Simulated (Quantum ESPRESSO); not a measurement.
# Simulated XPS, UPS and emission spectra of NbSi2

What would valence photoemission of NbSi2 look like, and what sets its shape?

Main program and level: Quantum ESPRESSO 7.5; DFT, PBE, plane waves, ultrasoft GBRV pseudopotentials, scalar-relativistic, in the first sound run; inputs show where later runs differ.

Report form: the programs' logs are mostly left out.

## (1) The structure

It takes space group P6_222 (No. 180, hexagonal). The conventional cell has a = 4.819 Å, b = 4.819 Å, c = 6.592 Å, α = 90.00°, β = 90.00°, γ = 120.00°. Nearest to Nb lie 10 Si at 2.62 to 2.84 Å. Nearest to Si lie 5 Si at 2.57 to 2.84 Å and 5 Nb at 2.62 to 2.84 Å. Farther neighbours are not listed.

## (2) The base run: self-consistent run

First the self-consistent run; potential, DOS and bands follow from it in later steps.

The input, scf.in:

```
&control
  calculation = 'scf'
  prefix = 'pes'
  outdir = './tmp'
  pseudo_dir = './pp'
  tprnfor = .true.
  tstress = .true.
/
&system
  ibrav = 0
  nat = 9
  ntyp = 2
  ecutwfc = 40.0
  ecutrho = 200.0
  occupations = 'smearing'
  nbnd = 54
  smearing = 'fd'
  degauss = 0.00367
/
&electrons
  conv_thr = 5.4e-08
  mixing_beta = 0.5
  electron_maxstep = 120
/
ATOMIC_SPECIES
Nb 92.9064 nb_pbe_v1.uspp.F.UPF
Si 28.0850 si_pbe_v1.uspp.F.UPF
CELL_PARAMETERS angstrom
 4.819000000 0.000000000 0.000000000
 -2.409500000 4.173376421 0.000000000
 0.000000000 0.000000000 6.592000000
ATOMIC_POSITIONS crystal
Nb 0.000000000 0.500000000 0.166666667
Nb 0.500000000 0.500000000 0.833333333
Nb 0.500000000 0.000000000 0.500000000
Si 0.319800000 0.159900000 0.166666667
Si 0.159900000 0.840100000 0.833333333
Si 0.840100000 0.680200000 0.500000000
Si 0.680200000 0.840100000 0.166666667
Si 0.840100000 0.159900000 0.833333333
Si 0.159900000 0.319800000 0.500000000
K_POINTS automatic
12 12 6 0 0 0
```

Started as:

```sh
$ OMP_NUM_THREADS=1 mpirun -n 4 pw.x -nk 4 -in scf.in > scf.out
```

It took 76 s on 4 MPI ranks of Intel Xeon Platinum 8559C (Emerald Rapids), shared host.

Numbers from this step:

| Item | Value |
| --- | --- |
| free energy | -5602.1070 eV |
| Fermi energy | 14.40 eV |
| pressure | -0.03 GPa |

The run ends at a pressure of -0.03 GPa, with forces up to 0.078 eV/Å.

## (3) The base run: levels for the DOS

The levels for the density of states are solved on the fixed potential, without another SCF cycle.

nscf.in, as its differences from scf.in of step 2:

```diff
@@ -1,3 +1,3 @@
 &control
-  calculation = 'scf'
+  calculation = 'nscf'
   prefix = 'pes'
@@ -5,4 +5,3 @@
   pseudo_dir = './pp'
-  tprnfor = .true.
-  tstress = .true.
+  verbosity = 'high'
 /
@@ -23,2 +22,3 @@
   electron_maxstep = 120
+  diago_full_acc = .true.
 /
@@ -42,2 +42,2 @@
 K_POINTS automatic
-12 12 6 0 0 0
+12 12 8 0 0 0
```

Started as:

```sh
$ OMP_NUM_THREADS=1 mpirun -n 4 pw.x -nk 4 -in nscf.in > nscf.out
```

Wall time 98 s (4 MPI ranks); 6.5 min of CPU time.

Numbers from this step:

| Quantity | Value |
| --- | --- |
| Fermi energy | 14.39 eV |

## (4) Projected DOS and spectra

projwfc.x splits the states by atom and shell, which the spectra need, since each shell has its own cross section.

The input, projwfc.in:

```
&projwfc
  prefix = 'pes'
  outdir = './tmp'
  filpdos = 'pes'
  ngauss = 0
  degauss = 0.00735
  DeltaE = 0.05
  Emin = -15.61
  Emax = 26.39
/
```

Started as:

```sh
$ OMP_NUM_THREADS=1 mpirun -n 4 projwfc.x -nk 4 -in projwfc.in > projwfc.out
```

Wall time 4.9 s (4 MPI ranks); 21 s of CPU time.

This step gave:

- zero of energy: Fermi level
- share of occupied states in no projected shell: 0.0088 of the occupied states in the window
- DOS at the Fermi level: 3.352 states/eV/cell

The DOS has structure finer than the step of the table below, so its rows give means over 1 eV, whole bins alone (the curve runs from -14.3 to 7.27 eV). Peaks (eV: height): total -2.4: 9.88, -1.9: 12.7, 2.1: 7.43, 3.7: 8.57; Nb 4d -1.9: 6.69, 2.1: 4.11, 2.7: 3.57, 3.4: 3.73; Si 3p -5.2: 2.95, -2.4: 4.22, -2.0: 4.95, 6.9: 3.01; Si 3s -8.4: 1.34, -7.4: 1.36, -6.7: 1.24, 3.3: 1.12; Nb 5p -11.0: 0.702, -9.6: 0.707, -1.9: 0.697, 6.4: 0.781.

DOS against E, zero at the Fermi level; means over each step; values in states/eV/cell:

```tsv
E (eV)	total	Nb 4d	Si 3p	Si 3s	Nb 5p	Nb 5s
-13	0.0396	2.2e-4	0.00139	0.0173	0.00345	0.0173
-12	0.726	0.00981	0.0755	0.259	0.198	0.183
-11	1.51	0.0628	0.247	0.487	0.556	0.153
-10	1.74	0.161	0.370	0.584	0.530	0.0905
-9	2.15	0.362	0.577	0.773	0.353	0.0785
-8	2.04	0.448	0.567	0.792	0.169	0.0611
-7	2.52	0.545	0.660	1.02	0.191	0.0963
-6	1.64	0.379	0.613	0.469	0.100	0.0715
-5	3.63	0.879	2.13	0.310	0.145	0.150
-4	3.48	1.03	1.84	0.302	0.144	0.150
-3	4.88	1.90	2.19	0.398	0.229	0.116
-2	9.79	4.93	3.88	0.244	0.547	0.0648
-1	3.58	2.19	1.04	0.111	0.155	0.0129
0	2.76	1.99	0.527	0.0742	0.0793	0.00964
1	2.43	1.51	0.489	0.256	0.0783	0.0207
2	5.41	2.81	1.53	0.629	0.158	0.0844
3	6.89	3.20	1.78	0.878	0.335	0.269
4	7.10	2.57	2.16	0.923	0.427	0.451
5	5.06	1.37	1.87	0.537	0.419	0.368
6	5.46	1.09	2.27	0.422	0.553	0.450
```

This run's widths, added to any smearing of the DOS itself: Gaussian 0.3 eV, Lorentzian 0.05 eV plus 0.05 an eV of depth. Intensity against binding energy, zero at the Fermi level; values in % of the maximum within 13 eV:

```tsv
binding energy (eV)	21.2 eV	100 eV	1486.7 eV	2150 eV	5414.7 eV
-1	0.686	0.850	0.783	0.821	1.03
0	20.9	10.2	20.0	20.0	19.4
1	41.1	27.8	40.3	40.5	40.6
2	98.8	99.4	99.0	99.1	99.3
3	32.6	56.2	39.4	41.7	55.1
4	21.1	51.2	28.2	30.3	44.2
5	17.5	54.3	25.3	27.6	41.8
6	8.23	27.7	16.9	20.0	37.8
7	9.89	37.0	24.9	30.7	61.9
8	8.58	32.3	21.5	26.4	53.1
9	7.16	31.1	20.1	25.0	51.9
10	4.03	23.6	14.9	19.2	42.5
11	1.90	17.9	11.4	15.2	36.3
12	-	9.50	6.34	8.68	22.5
13	-	2.43	1.64	2.20	5.57
14	-	0.955	0.628	0.817	1.90
```

Maxima picked by a test of local sharpness, so broad peaks and shoulders can be missing; peaks within 0.45 eV of a curve's cut are left out. Valence peaks, by row:

```tsv
photon energy (eV)	binding energy (eV)	height (% of the maximum within 13 eV)	main shell	its share (%)
21.2	8.403	9.563	Nb 4d	85.94
21.2	6.653	10.75	Nb 4d	86.98
21.2	5.003	17.57	Nb 4d	90.21
21.2	1.953	100	Nb 4d	96.83
21.2	0.203	31.45	Nb 4d	98.53
100	8.453	37.57	Si 3s	60.42
100	7.303	37.7	Si 3s	63.56
100	6.653	39.97	Si 3s	61.1
100	5.053	54.47	Si 3p	80.39
100	4.003	51.3	Si 3p	79.33
100	2.003	100	Si 3p	88.34
100	0.203	15.38	Si 3p	77.88
1487	8.453	24.57	Si 3s	60.6
1487	7.303	25.68	Si 3s	61.21
1487	6.653	26.72	Si 3s	59.95
1487	5.003	25.37	Nb 4d	55.52
1487	1.953	100	Nb 4d	86.05
1487	0.203	30.09	Nb 4d	91.52
2150	8.453	30.29	Si 3s	66.89
2150	7.303	31.58	Si 3s	67.72
2150	6.653	32.81	Si 3s	66.44
2150	5.003	27.61	Nb 4d	50.15
2150	1.953	100	Nb 4d	84.58
2150	0.203	30.05	Nb 4d	90.06
5415	10.8	37.19	Si 3s	71.88
5415	9.453	51.26	Si 3s	78.05
5415	8.453	61.42	Si 3s	79.14
5415	7.303	63.6	Si 3s	80.68
5415	6.703	66.14	Si 3s	79.26
5415	5.053	41.95	Si 3s	46.99
5415	2.003	100	Nb 4d	72.86
5415	0.203	29.19	Nb 4d	80.25
```

Shapes are the site's partial DOS without matrix elements, which overweights lines from ligand s bands. Table of intensity by emission energy less the core level's binding energy, zero at the Fermi level; read off at these points; values in % of the unpolarised maximum:

```tsv
emission energy less the core level's binding energy (eV)	Nb L-beta2	Si K-beta	Si K-beta, E along x	Si K-beta, E along y	Si K-beta, E along z	Si L2,3
-14.00	1.78	0.937	0.902	0.902	1.01	2.35
-13.50	2.05	1.18	1.14	1.14	1.28	3.58
-13.00	2.41	1.62	1.55	1.55	1.75	6.95
-12.50	2.90	2.44	2.34	2.34	2.63	15.9
-12.00	3.57	3.81	3.65	3.65	4.14	27.6
-11.50	4.48	5.66	5.38	5.38	6.22	38.7
-11.00	5.68	7.70	7.15	7.15	8.79	49.3
-10.50	7.21	9.53	8.48	8.48	11.6	52.6
-10.00	9.11	11.9	10.5	10.5	14.5	62.9
-9.50	11.3	14.5	13.1	13.1	17.1	76.6
-9.00	13.6	16.8	15.5	15.5	19.3	80.7
-8.50	15.7	18.7	17.5	17.5	21.2	91.9
-8.00	17.4	18.4	17.3	17.3	20.6	84.5
-7.50	19.0	19.0	18.0	18.0	21.1	94.3
-7.00	20.6	20.7	20.5	20.5	21.2	98.4
-6.50	22.3	22.7	23.6	23.6	21.0	93.4
-6.00	24.8	27.3	28.9	28.9	24.1	54.6
-5.50	28.9	42.2	44.6	44.6	37.5	35.8
-5.00	34.0	55.1	56.6	56.5	52.1	37.6
-4.50	39.8	55.7	55.9	55.9	55.3	34.6
-4.00	47.4	57.1	58.1	58.1	55.0	36.5
-3.50	58.2	59.2	60.1	60.1	57.3	40.2
-3.00	73.5	68.4	67.5	67.5	70.2	43.8
-2.50	90.9	89.6	85.0	85.0	98.6	39.6
-2.13	99.1	99.9	95.7	95.7	108	30.4
-2.00	99.9	98.9	96.1	96.1	105	27.9
-1.93	99.9	97.4	95.5	95.5	101	26.8
-1.50	92.6	71.9	74.0	74.0	67.7	21.8
-1.00	75.7	39.8	42.0	42.0	35.1	13.4
-0.50	58.0	22.9	24.4	24.4	19.4	8.07
0.00	41.4	13.6	14.5	14.5	10.6	4.88
0.50	27.1	6.09	6.27	6.27	5.16	0.925
1.00	17.7	3.55	3.62	3.62	3.26	0.651
```

Sums over each group's atoms; left-over states aren't shared out by site. Site centres, by row:

```tsv
group	element	shell	occupied states	centre of occupied part (eV)	centre up to the window's top (eV)
Nb1	Nb	5s	1.249	-7.322	0.1255
Nb1	Nb	5p	3.355	-7.015	-1.923
Nb1	Nb	4d	13.79	-3.029	0.1421
Si4	Si	3s	5.802	-7.306	-2.758
Si4	Si	3p	14.47	-4.07	-0.1075
```

Shapes are the site's partial DOS without matrix elements, which overweights lines from ligand s bands. Emission peaks, by row:

```tsv
line	energy (eV)	height (%)
Nb L-beta2	-1.953	100
Si K-beta	-8.403	18.85
Si K-beta	-2.103	100
Si K-beta, E along x	-4.903	56.85
Si K-beta, E along x	-2.053	96.43
Si K-beta, E along y	-4.903	56.83
Si K-beta, E along y	-2.053	96.4
Si K-beta, E along z	-8.403	21.23
Si K-beta, E along z	-4.603	55.42
Si K-beta, E along z	-2.203	108.5
Si L2,3	-8.453	92.24
Si L2,3	-6.753	100
Si L2,3	-5.003	37.62
Si L2,3	-3.053	43.8
```

The spectra weight each projected shell by its atomic cross section (Dirac–Hartree–Slater) and angular factor, for linear light with the analyser at 10° from the polarisation. Broadening, on top of any smearing of the DOS itself: a Gaussian of 0.3 eV and a Lorentzian of 0.05 eV plus 0.05 times the binding energy (full widths), Fermi edge at 300 K. Curves are cut 10 eV under the photon energy, above any shell that the free atom's threshold puts out of reach, or at the lower edge of the window: 11.2 eV at 21.2 eV, 14.4 eV at 100 eV, 14.4 eV at 1486.7 eV, 14.4 eV at 2150 eV and 14.4 eV at 5414.7 eV. Dipole terms alone, which is rough above 3 keV; no background, satellites or final-state effects.

Share of each shell in the spectrum's area (%), by photon energy:

```tsv
shell	21.2 eV	100 eV	1486.7 eV	2150 eV	5414.7 eV
Nb 5s	0.1	1.2	2.3	3.3	8.9
Nb 5p	0.7	0.3	1.9	2.5	3.8
Nb 4d	93.9	2.4	60.0	53.4	30.1
Si 3s	1.9	32.3	28.0	34.5	53.9
Si 3p	3.4	63.9	7.8	6.2	3.3
```

Cross sections used, in Mb an electron:

```tsv
shell	21.2 eV	100 eV	1486.7 eV	2150 eV	5414.7 eV
Nb 5s	0.024	0.014	2.0e-4	1.0e-4	1.6e-5
Nb 5p	0.084	0.0028	7.2e-5	3.3e-5	3.3e-6
Nb 4d	5.1	0.023	6.5e-4	2.1e-4	8.3e-6
Si 3s	0.13	0.076	5.3e-4	2.3e-4	2.1e-5
Si 3p	0.15	0.070	8.8e-5	2.7e-5	1.1e-6
```

At the Fermi level the DOS is 3.35 states/eV a cell, and on the broadened curves Nb 4d holds 72 % of the total there.

## (5) The base run: bands

The bands are solved at chosen points on the fixed potential.

bands.in, as its differences from nscf.in of step 3:

```diff
@@ -1,3 +1,3 @@
 &control
-  calculation = 'nscf'
+  calculation = 'bands'
   prefix = 'pes'
@@ -41,3 +41,12 @@
 Si 0.159900000 0.319800000 0.500000000
-K_POINTS automatic
-12 12 8 0 0 0
+K_POINTS crystal
+93
+ 0.00000000 0.00000000 0.00000000 1
+ 0.05000000 0.00000000 0.00000000 1
+ 0.10000000 0.00000000 0.00000000 1
+ 0.15000000 0.00000000 0.00000000 1
+ 0.20000000 0.00000000 0.00000000 1
+ 0.25000000 0.00000000 0.00000000 1
+ ! [... 85 more points ...]
+ 0.33333300 0.33333300 0.05000000 1
+ 0.33333300 0.33333300 0.00000000 1
```

Started as:

```sh
$ OMP_NUM_THREADS=1 mpirun -n 4 pw.x -nk 4 -in bands.in > bands.out
```

The job ended after 90 s (4 MPI ranks).

The electronic bands at the labelled points (eV, zero at the Fermi level; # counts the bands kept):

```tsv
point	#17	#18	#19	#20	#21	#22	#23	#24
Γ	-2.15	-1.95	-1.95	-1.08	0.77	3.14	3.21	3.26
halfway	-1.65	-1.59	-1.26	-1.25	0.34	1.78	1.99	2.41
M	-1.03	-0.69	-0.11	0.03	0.75	1.19	1.52	2.00
halfway	-1.26	-1.03	0.04	0.19	0.61	1.48	1.85	2.04
K	-1.55	-1.55	0.35	0.35	0.42	2.04	2.04	2.10
halfway	-1.62	-1.30	-1.14	-0.86	0.24	1.37	2.29	2.37
Γ	-2.15	-1.95	-1.95	-1.08	0.77	3.14	3.21	3.26
halfway	-1.75	-1.74	-1.18	-0.83	1.23	2.77	3.15	3.29
A	-1.53	-1.42	-1.42	0.96	0.96	2.72	2.72	3.18
halfway	-1.81	-1.65	-1.64	0.38	0.77	1.50	1.82	2.10
L	-1.81	-1.64	-0.63	-0.28	1.39	1.76	2.26	2.34
halfway	-1.34	-0.59	-0.44	-0.34	1.17	1.82	2.12	2.29
H	-0.74	-0.74	-0.15	-0.15	0.81	1.97	2.13	2.13
halfway	-1.84	-1.60	-1.46	0.19	1.08	1.51	1.62	1.98
A	-1.53	-1.42	-1.42	0.96	0.96	2.72	2.72	3.18
jump to L	-1.81	-1.64	-0.63	-0.28	1.39	1.76	2.26	2.34
halfway	-1.08	-0.89	-0.72	-0.15	1.07	1.54	1.79	2.00
M	-1.03	-0.69	-0.11	0.03	0.75	1.19	1.52	2.00
jump to H	-0.74	-0.74	-0.15	-0.15	0.81	1.97	2.13	2.13
halfway	-1.17	-1.15	0.11	0.19	0.67	1.74	2.07	2.43
K	-1.55	-1.55	0.35	0.35	0.42	2.04	2.04	2.10
```

Of the bands kept, 2 cross the Fermi level on this path.

## (6) With spin–orbit coupling: self-consistent run

This step: DFT, PBE, plane waves, norm-conserving PseudoDojo pseudopotentials, with spin-orbit coupling (Quantum ESPRESSO 7.5).

Spin–orbit coupling splits and shifts levels of heavy atoms, so the bands are solved again with spinors.

Edit scf.in of step 2 so:

```diff
@@ -12,8 +12,10 @@
   ntyp = 2
-  ecutwfc = 40.0
-  ecutrho = 200.0
+  ecutwfc = 82.0
+  ecutrho = 328.0
   occupations = 'smearing'
-  nbnd = 54
+  nbnd = 107
   smearing = 'fd'
   degauss = 0.00367
+  noncolin = .true.
+  lspinorb = .true.
 /
@@ -25,4 +27,4 @@
 ATOMIC_SPECIES
-Nb 92.9064 nb_pbe_v1.uspp.F.UPF
-Si 28.0850 si_pbe_v1.uspp.F.UPF
+Nb 92.9064 Nb.upf
+Si 28.0850 Si.upf
 CELL_PARAMETERS angstrom
```

Started as:

```sh
$ OMP_NUM_THREADS=1 mpirun -n 4 pw.x -nk 4 -in scf.in > scf.out
```

The job ended after 16 min (4 MPI ranks).

Numbers from this step:

```yaml
free_energy: -5780.5341 eV
fermi_energy: 14.44 eV
pressure: 0.35 GPa
```

The run ends at a pressure of 0.35 GPa, with forces up to 0.081 eV/Å.

## (7) With spin–orbit coupling: bands

Edit bands.in of step 5 so:

```diff
@@ -11,8 +11,10 @@
   ntyp = 2
-  ecutwfc = 40.0
-  ecutrho = 200.0
+  ecutwfc = 82.0
+  ecutrho = 328.0
   occupations = 'smearing'
-  nbnd = 54
+  nbnd = 107
   smearing = 'fd'
   degauss = 0.00367
+  noncolin = .true.
+  lspinorb = .true.
 /
@@ -25,4 +27,4 @@
 ATOMIC_SPECIES
-Nb 92.9064 nb_pbe_v1.uspp.F.UPF
-Si 28.0850 si_pbe_v1.uspp.F.UPF
+Nb 92.9064 Nb.upf
+Si 28.0850 Si.upf
 CELL_PARAMETERS angstrom
```

Started as:

```sh
$ OMP_NUM_THREADS=1 mpirun -n 4 pw.x -nk 4 -in bands.in > bands.out
```

Wall time 20 s (4 MPI ranks).

The run was cut off at its time limit.

## (8) Other settings: self-consistent run

This step: DFT, PBE, plane waves, ultrasoft GBRV pseudopotentials, scalar-relativistic; changed: smearing = "gauss", degauss = 0.00735, diagonalization = "paro" (Quantum ESPRESSO 7.5).

Some settings are changed to see whether the read-outs move.

Edit scf.in of step 6 so:

```diff
@@ -12,10 +12,8 @@
   ntyp = 2
-  ecutwfc = 82.0
-  ecutrho = 328.0
+  ecutwfc = 40.0
+  ecutrho = 200.0
   occupations = 'smearing'
-  nbnd = 107
-  smearing = 'fd'
-  degauss = 0.00367
-  noncolin = .true.
-  lspinorb = .true.
+  nbnd = 54
+  smearing = 'gauss'
+  degauss = 0.00735
 /
@@ -25,6 +23,7 @@
   electron_maxstep = 120
+  diagonalization = 'paro'
 /
 ATOMIC_SPECIES
-Nb 92.9064 Nb.upf
-Si 28.0850 Si.upf
+Nb 92.9064 nb_pbe_v1.uspp.F.UPF
+Si 28.0850 si_pbe_v1.uspp.F.UPF
 CELL_PARAMETERS angstrom
```

Started as:

```sh
$ OMP_NUM_THREADS=1 mpirun -n 4 pw.x -nk 4 -in scf.in > scf.out
```

It took 2.6 min on 4 MPI ranks.

This step gave:

- free energy: -5602.1008 eV
- Fermi energy: 14.40 eV
- pressure: -0.047 GPa

Against step 2, the free energy moves by +0.7 meV an atom and the pressure goes from -0.03 GPa to -0.047 GPa.

## (9) Other settings: levels for the DOS

Edit nscf.in of step 3 so:

```diff
@@ -15,4 +15,4 @@
   nbnd = 54
-  smearing = 'fd'
-  degauss = 0.00367
+  smearing = 'gauss'
+  degauss = 0.00735
 /
@@ -22,2 +22,3 @@
   electron_maxstep = 120
+  diagonalization = 'paro'
   diago_full_acc = .true.
```

Started as:

```sh
$ OMP_NUM_THREADS=1 mpirun -n 4 pw.x -nk 4 -in nscf.in > nscf.out
```

The job ended after 86 s (4 MPI ranks; 5.7 min of CPU time).

Numbers from this step:

- Fermi energy: 14.39 eV

## (10) Projected DOS and spectra

projwfc.in is that of step 4.

Started as:

```sh
$ OMP_NUM_THREADS=1 mpirun -n 4 projwfc.x -nk 4 -in projwfc.in > projwfc.out
```

The job ended after 4.4 s (4 MPI ranks).

This step gave:

```yaml
share_of_occupied_states_in_no_projected_shell: 0.0087 of the occupied states in the window
dos_at_the_fermi_level: 3.355 states/eV/cell
```

The DOS has structure finer than the step of the table below, so its rows give means over 1 eV, whole bins alone (the curve runs from -14.3 to 7.27 eV). Peaks (eV: height): total -2.4: 9.88, -1.9: 12.7, 2.1: 7.43, 3.7: 8.56; Nb 4d -1.9: 6.69, 2.1: 4.11, 2.7: 3.57, 3.4: 3.73; Si 3p -5.2: 2.95, -2.4: 4.22, -2.0: 4.95, 6.9: 3.01; Si 3s -8.4: 1.34, -7.4: 1.36, -6.7: 1.24, 3.3: 1.12; Nb 5p -11.0: 0.702, -9.6: 0.707, -1.9: 0.697, 6.4: 0.781.

DOS against E, zero at the Fermi level; means over each step; values in states/eV/cell:

```tsv
E (eV)	total	Nb 4d	Si 3p	Si 3s	Nb 5p	Nb 5s
-13	0.0399	2.2e-4	0.00141	0.0174	0.00349	0.0174
-12	0.727	0.00983	0.0757	0.259	0.198	0.183
-11	1.51	0.0629	0.247	0.487	0.556	0.153
-10	1.74	0.162	0.370	0.585	0.530	0.0905
-9	2.15	0.363	0.577	0.774	0.353	0.0785
-8	2.04	0.448	0.567	0.792	0.169	0.0611
-7	2.53	0.545	0.660	1.02	0.191	0.0963
-6	1.64	0.379	0.613	0.468	0.100	0.0716
-5	3.63	0.879	2.13	0.310	0.145	0.150
-4	3.49	1.03	1.84	0.302	0.144	0.150
-3	4.89	1.90	2.20	0.398	0.230	0.116
-2	9.79	4.93	3.88	0.244	0.547	0.0647
-1	3.57	2.19	1.04	0.111	0.154	0.0129
0	2.76	1.99	0.527	0.0743	0.0794	0.00964
1	2.43	1.51	0.489	0.257	0.0784	0.0207
2	5.41	2.81	1.54	0.629	0.159	0.0845
3	6.89	3.20	1.78	0.878	0.335	0.270
4	7.10	2.57	2.16	0.923	0.427	0.451
5	5.06	1.37	1.87	0.536	0.419	0.368
6	5.46	1.09	2.27	0.422	0.553	0.450
```

Maxima picked by a test of local sharpness, so broad peaks and shoulders can be missing; peaks within 0.45 eV of a curve's cut are left out. Valence peaks, by row:

```tsv
photon energy (eV)	binding energy (eV)	height (% of the maximum within 13 eV)	main shell	its share (%)
21.2	8.404	10.09	Nb 4d	85.9
21.2	6.654	11.46	Nb 4d	87.14
21.2	2.004	100	Nb 4d	96.74
100	8.454	38.59	Si 3s	60.43
100	6.704	41.19	Si 3s	60.74
100	5.004	56.15	Si 3p	79.94
100	3.954	53.69	Si 3p	79.08
100	2.054	100	Si 3p	87.7
1487	8.454	25.71	Si 3s	60.58
1487	6.704	28.02	Si 3s	59.66
1487	4.954	27.01	Nb 4d	55.57
1487	2.004	100	Nb 4d	85.33
5950	8.454	68.45	Si 3s	79.83
5950	6.754	73.52	Si 3s	79.97
5950	5.004	46.71	Si 3s	48.77
5950	2.004	100	Nb 4d	69.44
```

Spectra as before, but with a recipe of its own (widths, and in some runs the light), which changes peak heights and what is resolved: Gaussian 0.45 eV, Lorentzian 0.1 eV plus 0.05 times the binding energy, linear light, analyser at 10°, Fermi edge at 300 K; some photon energies differ too.

Side by side:

```tsv
quantity	this run	base run	difference
DOS at the Fermi level (states/eV/cell)	3.3553	3.3519	0.00340
```

## (11) What came out

```
least gap on the mesh and the path                           : under 0.05 eV or none
strongest listed peak within 13 eV of the zero, at 1486.7 eV : 2.0 eV binding, mostly Nb 4d
strongest listed peak within 13 eV of the zero, at 21.2 eV   : 2.0 eV binding, mostly Nb 4d
Nb 4d centre of the filled part                              : -3.03 eV (4.6 states an atom)
PBE                                                          : no clear gap, highest Al Kα peak within 13 eV at 2.0 eV (Nb 4d)
other settings                                               : no clear gap, highest Al Kα peak within 13 eV at 2.0 eV (Nb 4d)
```

NbSi2 is without a gap at the base level, and its valence spectrum changes with photon energy as the shells' cross sections do. At 21.2 eV the valence spectrum has its highest listed peaks within 10.8 eV at 0.2 eV (Nb 4d) and 2.0 eV (Nb 4d). At 1486.7 eV the valence spectrum has its highest listed peaks within 13 eV at 0.2 eV (Nb 4d), 2.0 eV (Nb 4d), 5.0 eV (Nb 4d), 6.7 eV (Si 3s) and 7.3 eV (Si 3s). The shell named is the one with most of the intensity, cross sections included, not always the one with most states there. In the main run, from 1486.7 eV towards hard X-rays the Si 3s share grows by 26 points, as its cross section falls more slowly with photon energy than those of the shells it gains on. At 21.2 eV the area is led by Nb 4d (94 %), at 5414.7 eV by Si 3s (54 %), since cross sections fall faster with photon energy for shells of higher angular momentum. Kohn–Sham levels aren't quasiparticle energies, so peak positions are approximate. Each run has its own recipe for the spectra (widths, photon energies, in some runs the light), so peak heights and places can differ between runs for that reason too.

[Logs are printed without paths, hosts, clocks, repeated set-up lines and the standing remarks that a program may print on its own settings, such as how far it seeks lower states.]

[Hosts, paths, dates, database ids (printed as entryN), source tags and the programs' standing remarks are cut or masked in the printed files.]

[Maps of the electrostatic potential energy from Ansatz leave out the sawtooth potential of an applied field or a dipole correction, so their vacuum need not be flat; work functions include it.]

[Peak lists hold at most the 14 tallest peaks of each spectrum; further lines can be left out.]
